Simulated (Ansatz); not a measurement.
# GaSb (F-43m): phonons against volume

Wanted: mode Grüneisen parameters of GaSb and a free-energy fit over volumes.

Method: DFT PBE, scalar-relativistic, plane waves, PAW, in Ansatz 0.2.0.

This is a report of a sequence of runs, with most program output left out.

The database entry behind the starting cell differs from later determinations by our own check (about 0.4 % long), so it need not match the best structure at ambient conditions.

### Step 1. Starting point

The structure is cubic, space group F-43m (No. 216). The conventional cell has a = 6.118 Å, b = 6.118 Å, c = 6.118 Å, α = 90.00°, β = 90.00°, γ = 90.00°. Nearest to Ga lie 4 Sb at 2.65 Å. Nearest to Sb lie 4 Ga at 2.65 Å. Farther neighbours are not listed.

### Step 2. Probe on a coarse mesh

Before spending time, one coarse run tells the gap and the pressure of the starting cell.

Input file input.yaml:

```yaml
crystal:
  lattice:
    - [0.0, 3.059, 3.059]
    - [3.059, 0.0, 3.059]
    - [3.059, 3.059, 0.0]
  atoms:
    - { symbol: Ga, position: [0.0, 0.0, 0.0] }
    - { symbol: Sb, position: [0.25, 0.25, 0.25] }
kpoints:
  mp_grid: { grid: [6, 6, 6] }
hamiltonian:
  xc: pbe
scf:
  occupations: { method: gaussian, width: 0.1 }
output:
  forces: true
  stress: true
  eigenvalues: true
```

Launch:

```
> ansatz run input.yaml --threads 4 --pin off --max-ram 8192MiB --backend cpu --events-out ev --progress --plain --runs-dir out
```

The job ended after 0.48 s (4 threads of Arm Neoverse V2, shared host; peak memory 0.32 GiB; 1.4 s of CPU time).

Numbers from this step:

* pressure: 2.388 GPa
* volume per atom: 28.62 Å³
* gap on the k-mesh: 0 eV

The start is under 2.4 GPa at this level and looks like a metal on this mesh.

### Step 3. Finding the static equilibrium

The vibrations must be taken about the equilibrium of this functional, not about the starting cell, so the structure is relaxed.

input.yaml, the sections that differ from step 2:

```yaml
kpoints:
  mp_grid: { grid: [12, 12, 12] }
relax:
  adjacent_minimum: "off"
  f_tol: 0.005
  max_steps: 80
  cell: { stress_tol: 0.05 }
# crystal, hamiltonian, scf, output: as in step 2
```

Elapsed: 9.9 s, on 4 threads; peak memory 0.45 GiB; 37 s of CPU time.

The steps of the relaxation:

| step | energy less that of the first step (eV) | largest force component (eV/Å) | pressure (GPa) | volume (Å³) |
| --- | --- | --- | --- | --- |
| 1 | 0.0000 | 0.0000 | 2.33 | 57.25 |
| 2 | -0.0170 | 0.0000 | -0.55 | 60.76 |
| 3 | -0.0184 | 0.0000 | -0.05 | 60.05 |
| 4* | -0.0190 | 0.0000 | -0.05 | 60.05 |
| 5 | -0.0190 | 0.0000 | 0.00 | 59.98 |
| 6* | -0.0190 | 0.0000 | 0.00 | 59.98 |

Relaxation steps marked * repeat the geometry before them on a plane-wave basis chosen anew for their cell, so energy and pressure can jump there.

The run keeps the 24 symmetry operations that it works with, so distortions that break them were not tested.

| conventional cell, symmetrised | before | after | change |
| --- | --- | --- | --- |
| a (Å) | 6.118 | 6.214 | +1.6 % |
| b (Å) | 6.118 | 6.214 | +1.6 % |
| c (Å) | 6.118 | 6.214 | +1.6 % |
| volume (Å³/atom) | 28.62 | 29.99 | +4.8 % |

The relaxed structure:

```xyz
2
Lattice="0.0000 3.1069 3.1069 3.1069 0.0000 3.1069 3.1069 3.1069 0.0000" Properties=species:S:1:pos:R:3 pbc="T T T"
Ga    0.0000    0.0000    0.0000
Sb    1.5535    1.5535    1.5535
```

This step gave:

```yaml
pressure: -0.001787 GPa
volume_per_atom: 29.99 Å³
```

The relaxation ends with a pressure of 0.00 GPa.

### Step 4. Relaxing to small residual forces and stress

The thresholds are tightened for a last relaxation ahead of the phonons, and where mesh or smearing change with them the cell follows.

input.yaml, the sections that differ from step 3:

```yaml
crystal:
  lattice:
    - [0.0, 3.1069206323, 3.1069206323]
    - [3.1069206323, 0.0, 3.1069206323]
    - [3.1069206323, 3.1069206323, 0.0]
  atoms:
    - { symbol: Ga, position: [0.0, 0.0, 0.0] }
    - { symbol: Sb, position: [0.25, 0.25, 0.25] }
scf:
  occupations: { method: methfessel_paxton, width: 0.2 }
relax:
  adjacent_minimum: "off"
  f_tol: 0.001
  max_steps: 60
  cell: { stress_tol: 0.01 }
# kpoints, hamiltonian, output: as in step 3
```

The job ended after 3.7 s (4 threads; peak memory 0.44 GiB).

Little changed from the start: no atom moved by 0.005 Å and no cell edge by 0.1 %.

This step gave:

* pressure: -0.004402 GPa

The residual pressure is -0.0044 GPa, small enough for phonons.

### Step 5. Lattice dynamics at this volume, V/V0 1

The same q-mesh and k-mesh are kept at every volume, so that much of their error can cancel in the differences.

input.yaml, the sections that differ from step 4:

```yaml
output:
  eigenvalues: true
phonons:
  method: dfpt
  qmesh: [4, 4, 4]
  temperatures: { t_max: 1000, t_step: 50 }
  qpath:
    path:
      - [[0.0, 0.0, 0.0], [-0.5, -0.5, 0.0], [-0.375, -0.375, 0.25]]
      - [[-0.375, 0.0, 0.375], [0.0, 0.0, 0.0], [0.0, 0.0, 0.5], [-0.5, -0.25, 0.25], [-0.5, -0.5, 0.0]]
    npoints: 10
# crystal, kpoints, hamiltonian, scf: as in step 4
# relax: removed
```

It took 5.3 min on 4 threads; peak memory 4.1 GiB; 21 min of CPU time.

This step gave:

```
Γ frequencies                            : 0, 0, 0, 208.2, 208.2, 208.2 cm⁻¹ (negative: imaginary)
lowest frequency on the path             : 0 cm⁻¹
zero-point energy                        : 0.05066 eV/cell
point group                              : -43m
highest frequency                        : 214 cm⁻¹
Debye temperature from the second moment : 279 K
```

No LO-TO term. The phonon branches at the labelled points (cm⁻¹):

| point | branch 1 | branch 2 | branch 3 | branch 4 | branch 5 | branch 6 |
| --- | --- | --- | --- | --- | --- | --- |
| Γ | 0 | 0 | 0 | 208 | 208 | 208 |
| halfway | 49 | 49 | 95 | 196 | 196 | 213 |
| X | 53 | 53 | 149 | 192 | 192 | 196 |
| halfway | 56 | 61 | 144 | 186 | 192 | 197 |
| U | 59 | 70 | 134 | 175 | 192 | 200 |
| jump to K | 59 | 70 | 134 | 175 | 192 | 200 |
| halfway | 42 | 64 | 96 | 197 | 201 | 206 |
| Γ | 0 | 0 | 0 | 208 | 208 | 208 |
| halfway | 37 | 37 | 93 | 204 | 204 | 209 |
| L | 43 | 43 | 145 | 187 | 202 | 202 |
| halfway | 57 | 68 | 130 | 175 | 197 | 201 |
| W | 71 | 75 | 130 | 170 | 193 | 197 |
| halfway | 62 | 64 | 140 | 181 | 195 | 195 |
| X | 53 | 53 | 149 | 192 | 192 | 196 |

Tetrahedra on 20 20 20, mean over bins of 2 cm⁻¹. The phonon density of states by wavenumber; read off at these points:

| wavenumber (cm⁻¹) | phonon density of states (1/cm⁻¹/cell) |
| --- | --- |
| 1.0 | 0 |
| 7.0 | 1.6e-4 |
| 13.0 | 8.1e-4 |
| 19.0 | 0.00192 |
| 25.0 | 0.00368 |
| 29.0 | 0.00544 |
| 35.0 | 0.00959 |
| 41.0 | 0.0191 |
| 47.0 | 0.0459 |
| 53.0 | 0.0607 |
| 55.0 | 0.0805 |
| 59.0 | 0.0722 |
| 65.0 | 0.0558 |
| 71.0 | 0.0799 |
| 77.0 | 0.00268 |
| 81.0 | 0.00305 |
| 87.0 | 0.0039 |
| 93.0 | 0.00482 |
| 99.0 | 0.00618 |
| 105.0 | 0.00804 |
| 111.0 | 0.0107 |
| 117.0 | 0.0149 |
| 123.0 | 0.0236 |
| 129.0 | 0.0642 |
| 135.0 | 0.0197 |
| 139.0 | 0.0123 |
| 145.0 | 0.00324 |
| 151.0 | 0 |
| 157.0 | 0 |
| 163.0 | 0 |
| 169.0 | 1.1e-4 |
| 175.0 | 0.0353 |
| 181.0 | 0.0325 |
| 187.0 | 0.0326 |
| 191.0 | 0.0414 |
| 197.0 | 0.143 |
| 201.0 | 0.197 |
| 203.0 | 0.180 |
| 209.0 | 0.0258 |
| 215.0 | 1.0e-5 |

Harmonic. Thermo, by row:

| T (K) | F_vib (meV/atom) | S (J/mol-atom/K) | C_V (J/mol-atom/K) |
| --- | --- | --- | --- |
| 0 | 25.33 | 0 | 0 |
| 50 | 24.17 | 6.39 | 9.867 |
| 100 | 18.32 | 16.02 | 17.84 |
| 150 | 7.88 | 23.99 | 21.22 |
| 200 | -6.26 | 30.32 | 22.71 |
| 250 | -23.35 | 35.48 | 23.47 |
| 300 | -42.89 | 39.8 | 23.9 |
| 350 | -64.49 | 43.51 | 24.17 |
| 400 | -87.9 | 46.75 | 24.35 |
| 450 | -112.9 | 49.62 | 24.47 |
| 500 | -139.3 | 52.21 | 24.56 |
| 550 | -166.9 | 54.55 | 24.62 |
| 600 | -195.8 | 56.7 | 24.67 |
| 650 | -225.7 | 58.67 | 24.71 |
| 700 | -256.6 | 60.5 | 24.75 |
| 750 | -288.4 | 62.21 | 24.77 |
| 800 | -321 | 63.81 | 24.79 |
| 850 | -354.5 | 65.31 | 24.81 |
| 900 | -388.7 | 66.73 | 24.82 |
| 950 | -423.6 | 68.08 | 24.83 |
| 1000 | -459.2 | 69.35 | 24.84 |

The modes has structure finer than the step of the table below, so its rows give means over 10 cm⁻¹, whole bins alone (the curve runs from -10 to 230 cm⁻¹). Peaks (cm⁻¹: height): Ga 56.5: 0.0319, 201.7: 0.107; Sb 56.5: 0.0462, 70.1: 0.0395, 129.1: 0.0453, 201.7: 0.0672.

Phonopy on the run's constants, 15x15x15 mesh, Gaussian sigma 2.0 cm⁻¹. Modes against wavenumber; means over each step; values in 1/cm⁻¹/cell:

| wavenumber (cm⁻¹) | Ga | Sb |
| --- | --- | --- |
| 0 | 3.1e-5 | 5.6e-5 |
| 10 | 2.2e-4 | 3.8e-4 |
| 20 | 8.8e-4 | 0.00152 |
| 30 | 0.00234 | 0.00394 |
| 40 | 0.00831 | 0.0134 |
| 50 | 0.0211 | 0.0322 |
| 60 | 0.0267 | 0.0382 |
| 70 | 0.0228 | 0.0310 |
| 80 | 0.00201 | 0.00345 |
| 90 | 0.00139 | 0.00305 |
| 100 | 0.00197 | 0.00471 |
| 110 | 0.00266 | 0.00739 |
| 120 | 0.00395 | 0.0161 |
| 130 | 0.00406 | 0.0335 |
| 140 | 9.0e-4 | 0.0109 |
| 150 | 3.5e-5 | 0.00106 |
| 160 | 2.1e-5 | 1.1e-6 |
| 170 | 0.0159 | 0.00164 |
| 180 | 0.0270 | 0.00512 |
| 190 | 0.0432 | 0.0229 |
| 200 | 0.0919 | 0.0574 |
| 210 | 0.0223 | 0.0121 |
| 220 | 3.5e-4 | 1.7e-4 |

No LO-TO term. The modes at Γ (shares of kinetic energy by element, %):

| mode | frequency (cm⁻¹) | symmetry | Ga % | Sb % |
| --- | --- | --- | --- | --- |
| 1 | 0.0 | T2 | 36 | 64 |
| 2 | 0.0 | T2 | 36 | 64 |
| 3 | 0.0 | T2 | 36 | 64 |
| 4 | 208.1 | T2 | 64 | 36 |
| 5 | 208.1 | T2 | 64 | 36 |
| 6 | 208.1 | T2 | 64 | 36 |

Displacements in mode 4 (208.1 cm⁻¹), the largest set to 1:
```
Ga1  0.00  1.00  0.42
Sb2  0.00 -0.57 -0.24
```

No mode is imaginary beyond numerical noise at the solved wavevectors.

### Step 6. A cell at another volume, V/V0 1.015

Symmetry fixes every atom, so a single point at the scaled cell gives the energy and pressure of this member.

The cell differs from the one that the last finished run ended in (a 4.394 → 4.416 Å, b 4.394 → 4.416 Å, c 4.394 → 4.416 Å).

input.yaml, the sections that differ from step 5:

```yaml
crystal:
  lattice:
    - [0.0, 3.1223782033, 3.1223782033]
    - [3.1223782033, 0.0, 3.1223782033]
    - [3.1223782033, 3.1223782033, 0.0]
  atoms:
    - { symbol: Ga, position: [0.0, 0.0, 0.0] }
    - { symbol: Sb, position: [0.25, 0.25, 0.25] }
output:
  forces: true
  stress: true
  eigenvalues: true
# kpoints, hamiltonian, scf: as in step 5
# phonons: removed
```

Elapsed: 1.6 s, on 4 threads; peak memory 0.41 GiB.

Numbers from this step:

| Property | Result |
| --- | --- |
| pressure | -0.6489 GPa |
| volume per atom | 30.44 Å³ |

The run ends at a pressure of -0.65 GPa.

### Step 7. Phonons, V/V0 1.015

Phonons at this volume give one point of F(V, T); meshes stay fixed along the series.

input.yaml, the sections that differ from step 6:

```yaml
output:
  eigenvalues: true
phonons:
  method: dfpt
  qmesh: [4, 4, 4]
  temperatures: { t_max: 1000, t_step: 50 }
  qpath:
    path:
      - [[0.0, 0.0, 0.0], [-0.5, -0.5, 0.0], [-0.375, -0.375, 0.25]]
      - [[-0.375, 0.0, 0.375], [0.0, 0.0, 0.0], [0.0, 0.0, 0.5], [-0.5, -0.25, 0.25], [-0.5, -0.5, 0.0]]
    npoints: 10
# crystal, kpoints, hamiltonian, scf: as in step 6
```

Elapsed: 5.6 min, on 4 threads; peak memory 4.2 GiB.

No LO-TO term. Phonon branches along the path, in cm⁻¹:

| point | branch 1 | branch 2 | branch 3 | branch 4 | branch 5 | branch 6 |
| --- | --- | --- | --- | --- | --- | --- |
| Γ | 0 | 0 | 0 | 204 | 204 | 204 |
| halfway | 49 | 49 | 93 | 191 | 191 | 209 |
| X | 54 | 54 | 146 | 187 | 187 | 192 |
| halfway | 57 | 61 | 141 | 183 | 187 | 193 |
| U | 60 | 70 | 132 | 172 | 188 | 195 |
| jump to K | 60 | 70 | 132 | 172 | 188 | 195 |
| halfway | 42 | 63 | 94 | 193 | 197 | 202 |
| Γ | 0 | 0 | 0 | 204 | 204 | 204 |
| halfway | 37 | 37 | 92 | 200 | 200 | 205 |
| L | 44 | 44 | 143 | 184 | 198 | 198 |
| halfway | 57 | 67 | 128 | 172 | 192 | 196 |
| W | 71 | 75 | 128 | 167 | 188 | 192 |
| halfway | 62 | 64 | 137 | 178 | 190 | 190 |
| X | 54 | 54 | 146 | 187 | 187 | 192 |

No mode is imaginary beyond numerical noise at the solved wavevectors. The highest zone-centre mode (no LO–TO term) moved by -1.9 % for a volume change of +1.5 %.

### Step 8. Single point at a scaled cell, V/V0 0.985

The cell differs from the one that the last finished run ended in (a 4.416 → 4.372 Å, b 4.416 → 4.372 Å, c 4.416 → 4.372 Å).

input.yaml, the sections that differ from step 7:

```yaml
crystal:
  lattice:
    - [0.0, 3.0913077023, 3.0913077023]
    - [3.0913077023, 0.0, 3.0913077023]
    - [3.0913077023, 3.0913077023, 0.0]
  atoms:
    - { symbol: Ga, position: [0.0, 0.0, 0.0] }
    - { symbol: Sb, position: [0.25, 0.25, 0.25] }
output:
  forces: true
  stress: true
  eigenvalues: true
# kpoints, hamiltonian, scf: as in step 7
# phonons: removed
```

Elapsed: 1.3 s, on 4 threads; peak memory 0.41 GiB; 4.8 s of CPU time.

The run ends at a pressure of 0.70 GPa.

### Step 9. Lattice dynamics at this volume, V/V0 0.985

input.yaml, the sections that differ from step 8:

```yaml
output:
  eigenvalues: true
phonons:
  method: dfpt
  qmesh: [4, 4, 4]
  temperatures: { t_max: 1000, t_step: 50 }
  qpath:
    path:
      - [[0.0, 0.0, 0.0], [-0.5, -0.5, 0.0], [-0.375, -0.375, 0.25]]
      - [[-0.375, 0.0, 0.375], [0.0, 0.0, 0.0], [0.0, 0.0, 0.5], [-0.5, -0.25, 0.25], [-0.5, -0.5, 0.0]]
    npoints: 10
# crystal, kpoints, hamiltonian, scf: as in step 8
```

Elapsed: 5.2 min, on 4 threads; peak memory 4.1 GiB; 20 min of CPU time.

No mode is imaginary beyond numerical noise at the solved wavevectors. The highest zone-centre mode (no LO–TO term) moved by +1.9 % for a volume change of -1.5 %.

### Step 10. Single point at a scaled cell, V/V0 1.03

The cell differs from the one that the last finished run ended in (a 4.372 → 4.437 Å, b 4.372 → 4.437 Å, c 4.372 → 4.437 Å).

input.yaml, the sections that differ from step 9:

```yaml
crystal:
  lattice:
    - [0.0, 3.1376842234, 3.1376842234]
    - [3.1376842234, 0.0, 3.1376842234]
    - [3.1376842234, 3.1376842234, 0.0]
  atoms:
    - { symbol: Ga, position: [0.0, 0.0, 0.0] }
    - { symbol: Sb, position: [0.25, 0.25, 0.25] }
output:
  forces: true
  stress: true
  eigenvalues: true
# kpoints, hamiltonian, scf: as in step 9
# phonons: removed
```

Elapsed: 1.6 s, on 4 threads; peak memory 0.42 GiB; 5.7 s of CPU time.

The run ends at a pressure of -1.24 GPa.

### Step 11. Lattice dynamics at this volume, V/V0 1.03

input.yaml, the sections that differ from step 10:

```yaml
output:
  eigenvalues: true
phonons:
  method: dfpt
  qmesh: [4, 4, 4]
  temperatures: { t_max: 1000, t_step: 50 }
  qpath:
    path:
      - [[0.0, 0.0, 0.0], [-0.5, -0.5, 0.0], [-0.375, -0.375, 0.25]]
      - [[-0.375, 0.0, 0.375], [0.0, 0.0, 0.0], [0.0, 0.0, 0.5], [-0.5, -0.25, 0.25], [-0.5, -0.5, 0.0]]
    npoints: 10
# crystal, kpoints, hamiltonian, scf: as in step 10
```

Elapsed: 5.9 min, on 4 threads; peak memory 4.2 GiB; 23 min of CPU time.

No mode is imaginary beyond numerical noise at the solved wavevectors. The highest zone-centre mode (no LO–TO term) moved by -3.7 % for a volume change of +3.0 %.

### Step 12. Single point at a scaled cell, V/V0 0.97

The cell differs from the one that the last finished run ended in (a 4.437 → 4.349 Å, b 4.437 → 4.349 Å, c 4.437 → 4.349 Å).

input.yaml, the sections that differ from step 11:

```yaml
crystal:
  lattice:
    - [0.0, 3.0755354498, 3.0755354498]
    - [3.0755354498, 0.0, 3.0755354498]
    - [3.0755354498, 3.0755354498, 0.0]
  atoms:
    - { symbol: Ga, position: [0.0, 0.0, 0.0] }
    - { symbol: Sb, position: [0.25, 0.25, 0.25] }
output:
  forces: true
  stress: true
  eigenvalues: true
# kpoints, hamiltonian, scf: as in step 11
# phonons: removed
```

Elapsed: 1.4 s, on 4 threads; peak memory 0.41 GiB.

The run ends at a pressure of 1.46 GPa.

### Step 13. Lattice dynamics at this volume, V/V0 0.97

input.yaml, the sections that differ from step 12:

```yaml
output:
  eigenvalues: true
phonons:
  method: dfpt
  qmesh: [4, 4, 4]
  temperatures: { t_max: 1000, t_step: 50 }
  qpath:
    path:
      - [[0.0, 0.0, 0.0], [-0.5, -0.5, 0.0], [-0.375, -0.375, 0.25]]
      - [[-0.375, 0.0, 0.375], [0.0, 0.0, 0.0], [0.0, 0.0, 0.5], [-0.5, -0.25, 0.25], [-0.5, -0.5, 0.0]]
    npoints: 10
# crystal, kpoints, hamiltonian, scf: as in step 12
```

Elapsed: 5.2 min, on 4 threads; peak memory 4 GiB.

No LO-TO term. The phonon branches at the labelled points (cm⁻¹):

| point | branch 1 | branch 2 | branch 3 | branch 4 | branch 5 | branch 6 |
| --- | --- | --- | --- | --- | --- | --- |
| Γ | 0 | 0 | 0 | 216 | 216 | 216 |
| halfway | 48 | 48 | 99 | 205 | 205 | 220 |
| X | 50 | 50 | 155 | 202 | 202 | 202 |
| halfway | 53 | 59 | 150 | 194 | 202 | 206 |
| U | 57 | 70 | 140 | 182 | 202 | 210 |
| jump to K | 57 | 70 | 140 | 182 | 202 | 210 |
| halfway | 42 | 64 | 100 | 205 | 210 | 214 |
| Γ | 0 | 0 | 0 | 216 | 216 | 216 |
| halfway | 36 | 36 | 97 | 213 | 213 | 216 |
| L | 41 | 41 | 149 | 195 | 211 | 211 |
| halfway | 56 | 68 | 134 | 183 | 206 | 211 |
| W | 71 | 74 | 136 | 176 | 203 | 207 |
| halfway | 60 | 62 | 146 | 188 | 205 | 205 |
| X | 50 | 50 | 155 | 202 | 202 | 202 |

No mode is imaginary beyond numerical noise at the solved wavevectors. The highest zone-centre mode (no LO–TO term) moved by +3.9 % for a volume change of -3.0 %.

### Step 14. Single point at a scaled cell, V/V0 1.05

The cell differs from the one that the last finished run ended in (a 4.349 → 4.466 Å, b 4.349 → 4.466 Å, c 4.349 → 4.466 Å).

input.yaml, the sections that differ from step 13:

```yaml
crystal:
  lattice:
    - [0.0, 3.1578628116, 3.1578628116]
    - [3.1578628116, 0.0, 3.1578628116]
    - [3.1578628116, 3.1578628116, 0.0]
  atoms:
    - { symbol: Ga, position: [0.0, 0.0, 0.0] }
    - { symbol: Sb, position: [0.25, 0.25, 0.25] }
output:
  forces: true
  stress: true
  eigenvalues: true
# kpoints, hamiltonian, scf: as in step 13
# phonons: removed
```

The job ended after 1.6 s (4 threads; peak memory 0.42 GiB).

The run ends at a pressure of -1.95 GPa.

### Step 15. Lattice dynamics at this volume, V/V0 1.05

input.yaml, the sections that differ from step 14:

```yaml
output:
  eigenvalues: true
phonons:
  method: dfpt
  qmesh: [4, 4, 4]
  temperatures: { t_max: 1000, t_step: 50 }
  qpath:
    path:
      - [[0.0, 0.0, 0.0], [-0.5, -0.5, 0.0], [-0.375, -0.375, 0.25]]
      - [[-0.375, 0.0, 0.375], [0.0, 0.0, 0.0], [0.0, 0.0, 0.5], [-0.5, -0.25, 0.25], [-0.5, -0.5, 0.0]]
    npoints: 10
# crystal, kpoints, hamiltonian, scf: as in step 14
```

The job ended after 5.9 min (4 threads; peak memory 4.3 GiB; 23 min of CPU time).

No LO-TO term. Phonon branches along the path, in cm⁻¹:

| point | branch 1 | branch 2 | branch 3 | branch 4 | branch 5 | branch 6 |
| --- | --- | --- | --- | --- | --- | --- |
| Γ | 0 | 0 | 0 | 195 | 195 | 195 |
| halfway | 49 | 49 | 89 | 181 | 181 | 202 |
| X | 57 | 57 | 139 | 176 | 176 | 185 |
| halfway | 58 | 62 | 134 | 174 | 176 | 183 |
| U | 61 | 70 | 125 | 164 | 177 | 185 |
| jump to K | 61 | 70 | 125 | 164 | 177 | 185 |
| halfway | 43 | 62 | 90 | 184 | 188 | 193 |
| Γ | 0 | 0 | 0 | 195 | 195 | 195 |
| halfway | 37 | 37 | 88 | 190 | 190 | 197 |
| L | 45 | 45 | 138 | 176 | 188 | 188 |
| halfway | 58 | 67 | 123 | 163 | 182 | 186 |
| W | 71 | 75 | 121 | 160 | 177 | 182 |
| halfway | 63 | 66 | 131 | 170 | 179 | 180 |
| X | 57 | 57 | 139 | 176 | 176 | 185 |

No mode is imaginary beyond numerical noise at the solved wavevectors. The highest zone-centre mode (no LO–TO term) moved by -6.2 % for a volume change of +5.0 %.

(Continued in part 2 of 2.)

[Logs are printed without paths, hosts, clocks, repeated set-up lines and the standing remarks that a program may print on its own settings, such as how far it seeks lower states.]

[Hosts, paths, dates, database ids (printed as entryN), source tags and the programs' standing remarks are cut or masked in the printed files.]

[A step with changed settings may run another functional than the one named; its input shows which.]

[Of the runs on displaced cells, only some may be shown.]
